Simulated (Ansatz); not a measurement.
# Cs2AgBiBr6 (Fm-3m): G0W0 under other settings

A base run on Cs2AgBiBr6 (Fm-3m), then changed inputs.

Calculated with Ansatz 0.2.0; G0W0 on PBE, plane waves, norm-conserving pseudopotentials.

In doubt: one-shot GW on d or f shells is unsure, so the values of those runs are not to be relied on.

### 1. Starting point

It takes space group Fm-3m (No. 225, cubic). Conventional cell: a = 11.488 Å, b = 11.488 Å, c = 11.488 Å, α = 90.00°, β = 90.00°, γ = 90.00°. Nearest to Cs lie 12 Br at 4.06 Å. Nearest to Ag lie 6 Br at 2.86 Å. Nearest to Bi lie 6 Br at 2.88 Å. Nearest to Br lie 1 Ag at 2.86 Å and 1 Bi at 2.88 Å and 4 Cs at 4.06 Å. Farther neighbours and most contacts between anions are not listed.

The cell and positions are those that the Materials Project relaxed with its own functionals (PBE, PBE+U or r2SCAN), kept fixed. Spin-orbit coupling is left out unless a step names it.

### 2. The base run: 2×2×2 mesh, 860 empty bands, screening to 100 eV, norm-conserving files

Now the one-shot GW correction: screening in the RPA, then the self-energy of the levels asked for. This step takes norm-conserving files.

The input, input.yaml:

```yaml
crystal:
  lattice:
    - [0.0, 5.744148, 5.744148]
    - [5.744148, 0.0, 5.744148]
    - [5.744148, 5.744148, 0.0]
  atoms:
    - { symbol: Cs, position: [0.75, 0.75, 0.75] }
    - { symbol: Cs, position: [0.25, 0.25, 0.25] }
    - { symbol: Ag, position: [0.5, 0.5, 0.5] }
    - { symbol: Bi, position: [0.0, 0.0, 0.0] }
    - { symbol: Br, position: [0.749194, 0.250806, 0.250806] }
    - { symbol: Br, position: [0.250806, 0.250806, 0.749194] }
    - { symbol: Br, position: [0.250806, 0.749194, 0.749194] }
    - { symbol: Br, position: [0.250806, 0.749194, 0.250806] }
    - { symbol: Br, position: [0.749194, 0.250806, 0.749194] }
    - { symbol: Br, position: [0.749194, 0.749194, 0.250806] }
kpoints:
  mp_grid: { grid: [2, 2, 2] }
hamiltonian:
  xc: pbe
  pseudopotentials: { kind: nc }
scf:
  occupations: { method: fixed }
gw:
  n_empty_bands: 860
  ecut_chi: 100
  qp_bands: [v3, c3]
  qp_kpoints: band_edges
  screening: { model: contour_deformation }
```

The run is started by

```bash
$ ansatz run input.yaml --threads 4 --pin off --max-ram 138240MiB --backend cuda --events-out ev --progress --plain --runs-dir out --devices 1 --max-vram 26GiB
```

Numbers of over 12 decimals in the logs are rounded to 6 here.

Log:

```text
GPUs: using 1 of 1 available (devices: 1).
Engine: ansatz 0.2.0, x86_64-unknown-linux-gnu
Pseudopotentials: kind: nc
Pseudopotential: Cs, nc, valence charge 9, recommended cutoff 680.284656 eV (normal), Cs.nc.azcp
Pseudopotential: Ag, nc, valence charge 19, recommended cutoff 960 eV (normal), Ag.nc.azcp
Pseudopotential: Bi, nc, valence charge 15, recommended cutoff 897.975746 eV (normal), Bi.nc.azcp (PseudoDojo's, or run here from an input of PseudoDojo's: the run reads no file of this project's for it)
Pseudopotential: Br, nc, valence charge 7, recommended cutoff 625.861884 eV (normal), Br.nc.azcp
Functional definition: PBE
  parameter kappa = 0.804
  parameter beta = 0.066725
  exchange = pbe_x(kappa = kappa, mu = beta*pi^2/3)
  correlation = pbe_c(beta = beta)
device memory: the entry about to start is reckoned to put 6.0 GiB on a device that reports 49.5 GiB free (of which the cap on the GPU budget leaves the run 26.0 GiB)
GPU FFT provider: cuFFT
GPU libraries: cuBLAS 13.8.2, cuFFT 12.4.0, cuSOLVER 12.3.4
Crystal: 10 atoms, lattice volume = 379.059 Å³
Basis set: ecut = 960 eV, 25605 PW (Γ)
Bands: 57, of which v1, the nominal top of the filled ones, is band 47 counted from 1 (46 counted from 0)
Symmetry: 48 space group operations
Space group: Fm-3m (ITA 225), of the structure as read, at distance tolerance 7.2e-5 Å
k-points: 3 of 8
Non-local potential: Cs, projectors of the file, l = 0: 2, l = 1: 2, l = 2: 2, l = 3: 2
Non-local potential: Ag, projectors of the file, l = 0: 2, l = 1: 2, l = 2: 2, l = 3: 1
Non-local potential: Bi, projectors of the file, l = 0: 3, l = 1: 2, l = 2: 2, l = 3: 1
Non-local potential: Br, projectors of the file, l = 0: 2, l = 1: 2, l = 2: 2
Initial density: superposition of atomic densities (chi_scale 0.1, normalization cell, long waves kept (reshape's long-wave potential 0.00 eV rms))
Initial wavefunctions: pseudopotential atomic-orbital guess
GPU buffer pool allocated for 729000 grid points (all kernels)
GPU transforms: local potential and band sums: pruned to the plane-wave sphere, on 81×90×90
Functional: x = pbe(κ = 0.804, μ = 0.219515), c = pbe(β = 0.066725)
SCF iter   1: F=—  HF=-10923.723918 eV  |F-HF|=—  |Δ(HF+E_count)|=         —  Δρ=2.80e-2  dr2=6.13e0  ethr=3.10e-3  ⟨swp⟩=5.7  Hψ=604  notcnv=0  defer=19
preconditioner: auto → Resta (q_TF=auto, 2.163 Å⁻¹)  ε∞=3.7  [insulator: Δε(μ)=1.554 eV  Ē_g=9.862 eV  n_scr=58 (ndim 8)  ℏωp=16.2 eV  f_vac=0.013  ε∞_Penn≈3.7]
SCF iter   2: F=—  HF=-10921.860347 eV  |F-HF|=—  |Δ(HF+E_count)|=    1.86e0  Δρ=1.10e-2  dr2=1.43e0  ethr=3.10e-3  ⟨swp⟩=3.0  Hψ=354  notcnv=0  defer=21
SCF iter   3: F=—  HF=-10921.258163 eV  |F-HF|=—  |Δ(HF+E_count)|=   6.02e-1  Δρ=5.34e-3  dr2=2.58e-1  ethr=1.52e-3  ⟨swp⟩=2.0  Hψ=302  notcnv=0  defer=22
[...]
NSCF: frozen V_eff on 3 k-points
G₀W₀ screening: q 1/3
[... further progress lines ...]
device memory: the entry about to start is reckoned to put 1.8 GiB on a device that reports 49.4 GiB free (of which the cap on the GPU budget leaves the run 26.0 GiB)
NSCF: frozen V_eff on 1 k-points
device memory: the entry about to start is reckoned to put 1.8 GiB on a device that reports 49.4 GiB free (of which the cap on the GPU budget leaves the run 26.0 GiB)
NSCF: frozen V_eff on 1 k-points
SCF converged after 9 iterations
Free energy (F): -10921.153948 eV
Harris-Foulkes:  -10921.153948 eV  (|F-HF|=1.03e-8)
Internal energy: -10921.153948 eV  (E = F + TS)
E sigma→0 (E₀):  -10921.153948 eV
Fermi energy:    3.604778 eV
--- Per-component energies (eV) ---
  E_band       = -850.024250
  E_kinetic    = 3475.209900
  E_local      = -9363.459201  (includes V_loc(G=0)·N_el)
  E_nonlocal   = 237.269293
  E_hartree    = 3265.785491
  E_xc         = -3075.246631
  E_vxc        = -1730.612386  (∫ρ·V_xc dr)
  E_ewald      = -5460.712800
  E_smearing   = -0.000000  (= −TS)
  E_closure    = 0.000000  (closes the sum)
  Σ components = -10921.153948   (vs F -10921.153948, Δ=0.00e0)
--- Band table (eV) ---
  k-point 0: bands = [... 43 lower, 2.6378, 2.6378, 3.0476, 3.0476, 5.9369, 5.9369, 5.9369, 7.3086, ... 6 higher]
  k-point 1: bands = [... 43 lower, 2.3642, 2.3669, 2.5621, 2.5621, 4.9168, 7.1349, 7.1349, 8.6523, ... 6 higher]
  k-point 2: bands = [... 43 lower, 2.3025, 2.6239, 3.0428, 3.6048, 6.3621, 6.3621, 6.6761, 7.8490, ... 6 higher]
--- G₀W₀: contour deformation, 7 samples at zero and on the imaginary axis and 1 off it, 8 q-points, 860 empty bands' worth ---
  eigenvalues of the whole cell's RPA ε∞ on this k-mesh (on a slab, of 1 + 4πα/V) = 5.5310, 5.5310, 5.5310; static W/v taken at q = 0 is 0.180798
  bands read: the sum over 907 bands ends inside a degenerate multiplet in 2 slots, whose members it reads at an even weight; the widest, k=0: bands 907 to 909 (counted from 1) at 1/3 each
  gw.qp_kpoints: band_edges: 3 of 3 stored k-points solved, in 1 pass; an edge of the gap read off the rows below is read off those points alone
    ik  band        ε_KS         Σx   Σc(E_QP)       V_xc       Z   E_QP_lin       E_QP  E_QP is
     0    45      2.6378   -19.7080     2.8241   -15.9003  0.7351     1.6233     1.6542  root
     0    46      3.0476   -26.1574     3.2547   -22.2007  0.7330     2.3320     2.3457  root
     0    47      3.0476   -26.1574     3.2547   -22.2007  0.7330     2.3320     2.3457  root
     0    48      5.9369    -9.4585    -3.3851   -13.2524  0.7698     6.3494     6.3458  root
     0    49      5.9369    -9.4585    -3.3851   -13.2524  0.7698     6.3494     6.3458  root
     0    50      5.9369    -9.4585    -3.3851   -13.2524  0.7698     6.3494     6.3458  root
     1    45      2.3669   -19.3639     2.8939   -15.4593  0.7313     1.3210     1.3562  root
     1    46      2.5621   -22.3874     3.1275   -18.3880  0.7284     1.6666     1.6903  root
[...]
2    47      3.6048   -24.1918     2.4581   -21.1355  0.7467     2.9982     3.0066  root
     2    48      6.3621   -10.3169    -3.4656   -14.2390  0.7598     6.8239     6.8185  root
     2    49      6.3621   -10.3169    -3.4656   -14.2390  0.7598     6.8239     6.8185  root
     2    50      6.6761   -10.8107    -3.5560   -14.8590  0.7513     7.1759     7.1683  root
```

It took 22 s on 1 × NVIDIA H100 80GB HBM3 (shared by 3 runs) with 4 threads of AMD EPYC 7R13 (Zen 3), shared host; peak memory 3.3 GiB; 30 s of CPU time.

In the SCF lines HF is the Harris–Foulkes energy and dr2 the Hartree energy of the density residual, in eV; the loop may stop once dr2 is under the threshold and the program's other checks hold. Hψ counts applications of the Hamiltonian.

This step gave:

- bands summed: 907
- RPA ε∞ on this mesh (eigenvalues): 5.531, 5.531, 5.531
- plane waves in the screening matrix: 869
- q-points in the mesh: 8
- G0W0 gap on the mesh: 2.292 eV
- k of the valence top: 0, -0.5, -0.5
- k of the conduction bottom: 0, 0, -0.5
- starting gap on the mesh: 1.312 eV
- Z at the valence top: 0.7467
- Z at the conduction bottom: 0.7755
- least direct G0W0 gap on the computed points: 3.608 eV

The gap on the mesh goes from 1.31 eV to 2.29 eV, a correction of +0.98 eV. Between the two edge states, bare exchange in place of the xc potential would open the gap by 6.85 eV, and correlation takes back 5.87 eV.

### 3. Variant: static remainder

Edit input.yaml of step 2 so:

```diff
@@ -24,3 +24,3 @@
 gw:
-  n_empty_bands: 860
+  n_empty_bands: 400
   ecut_chi: 100
@@ -29 +29,2 @@
   screening: { model: contour_deformation }
+  static_remainder: true
```

Log:

```text
Warning: gw takes pair_densities: pseudo, which can misplace gaps by tens of per cent, since gw.static_remainder lacks the terms of the atoms
GPUs: using 1 of 1 available (devices: 1).
[...]
GPU FFT provider: cuFFT
GPU libraries: cuBLAS 13.8.2, cuFFT 12.4.0, cuSOLVER 12.3.4
Crystal: 10 atoms, lattice volume = 379.059 Å³
Basis set: ecut = 960 eV, 25605 PW (Γ)
Bands: 57, of which v1, the nominal top of the filled ones, is band 47 counted from 1 (46 counted from 0)
[... 1 set-up line as in the run before ...]
[...]
k-points: 3 of 8
[...]
GPU buffer pool allocated for 729000 grid points (all kernels)
[...]
SCF iter   1: F=—  HF=-10923.723918 eV  |F-HF|=—  |Δ(HF+E_count)|=         —  Δρ=2.80e-2  dr2=6.13e0  ethr=3.10e-3  ⟨swp⟩=5.7  Hψ=604  notcnv=0  defer=19
[...]
SCF iter   9: F=-10921.153948 eV  HF=-10921.153948 eV  |F-HF|=1.03e-8  |Δ(HF+E_count)|=   3.57e-7  Δρ=1.28e-6  dr2=6.16e-9  ethr=1.06e-10  ⟨swp⟩=18.3  Hψ=987  notcnv=0
SCF 1 converged in 9 iterations: F = -10921.153948 eV  dr2 = 6.16e-9
[...]
NSCF: frozen V_eff on 3 k-points
[...]
G₀W₀ screening: q 1/3
[... further progress lines ...]
[...]
SCF converged after 9 iterations
Free energy (F): -10921.153948 eV
[...]
Internal energy: -10921.153948 eV  (E = F + TS)
E sigma→0 (E₀):  -10921.153948 eV
Fermi energy:    3.604778 eV
[...]
--- Band table (eV) ---
  k-point 0: bands = [... 43 lower, 2.6378, 2.6378, 3.0476, 3.0476, 5.9369, 5.9369, 5.9369, 7.3086, ... 6 higher]
  k-point 1: bands = [... 43 lower, 2.3642, 2.3669, 2.5621, 2.5621, 4.9168, 7.1349, 7.1349, 8.6523, ... 6 higher]
  k-point 2: bands = [... 43 lower, 2.3025, 2.6239, 3.0428, 3.6048, 6.3621, 6.3621, 6.6761, 7.8490, ... 6 higher]
[...]
static-remainder magnitude (band-truncation diagnostic): 0.7857 eV
[...]
0    45      2.6378   -16.7713     2.7626   -12.9100  0.7355     1.4995     1.5391  root
     0    46      3.0476   -22.1403     3.0523   -18.1947  0.7338     2.1309     2.1543  root
     0    47      3.0476   -22.1403     3.0523   -18.1947  0.7338     2.1309     2.1543  root
     0    48      5.9369    -7.7672    -3.0622   -10.8943  0.7694     6.0020     6.0019  root
     0    49      5.9369    -7.7672    -3.0622   -10.8943  0.7694     6.0020     6.0019  root
     0    50      5.9369    -7.7672    -3.0622   -10.8943  0.7694     6.0020     6.0019  root
     1    45      2.3669   -16.5762     2.8395   -12.6223  0.7318     1.2084     1.2525  root
     1    46      2.5621   -19.1861     3.0526   -15.0968  0.7288     1.4914     1.5254  root
[...]
2    47      3.6048   -20.3151     2.2933   -17.1277  0.7471     2.6906     2.7107  root
     2    48      6.3621    -8.3846    -3.1048   -11.5587  0.7592     6.4315     6.4314  root
     2    49      6.3621    -8.3846    -3.1048   -11.5587  0.7592     6.4315     6.4314  root
     2    50      6.6761    -8.7191    -3.1662   -11.9611  0.7506     6.7520     6.7518  root
```

Elapsed: 13 s, on 1 × NVIDIA H100 80GB HBM3 (shared by 3 runs) with 4 threads; peak memory 2.2 GiB; 15 s of CPU time.

Against the base:

| setting | base | variant |
| --- | --- | --- |
| empty bands | 860 | 400 |
| static remainder | - | true |

| quantity | variant | base |
| --- | --- | --- |
| starting gap on the mesh | 1.312 | 1.312 |
| G0W0 gap on the mesh | 2.268 | 2.292 |
| least direct G0W0 gap on the computed points | 3.453 | 3.608 |
| Z at the valence top | 0.747 | 0.747 |
| Z at the conduction bottom | 0.775 | 0.776 |

### 4. What came out

```
base             : 2.29 eV, 22 s
static remainder : 2.27 eV, 13 s
```

Static remainder: the gap moves by −0.02 eV; such settings are too crude to quote. The variant differs from the base in empty bands and static remainder together, so the change can't be laid to one of them. This option needs pseudo pair densities, which the log warns can misplace gaps. All runs here use a coarse mesh and modest cutoffs; they test settings and are not final values. The 2×2×2 mesh is coarse for this cell (its supercell is 16 Å along the shortest edge). The RPA ε∞ on it, from the PBE start, is 5.53; such meshes misread the long-range screening, most where the gap is narrow. Where an edge is built on 6p states of lead, bismuth or thallium, scalar-relativistic gaps usually stand too wide, by a few tenths to over one eV. A d shell, filled or nearly so, lies near the gap. One-shot GW converges very slowly in bands there, not always from below, and on a semilocal start the gap tends to come out low; starts rich in exact exchange can overshoot instead. The many-body steps are scalar-relativistic: spin-orbit coupling is not in them.

[Paths, hosts, dates, memory and timing lines, banners, echoed tables and standing remarks are left out of the program output.]

[Logs are printed without paths, hosts, clocks, repeated set-up lines and the standing remarks that a program may print on its own settings, such as how far it seeks lower states.]

[Runs of the session that timed out or met a known fault of the program may be left out.]

[Cells called generated may have been cut or substituted from an entry of the Crystallography Open Database or the Materials Project.]

[Hosts, paths, dates, database ids (printed as entryN), source tags and the programs' standing remarks are cut or masked in the printed files.]
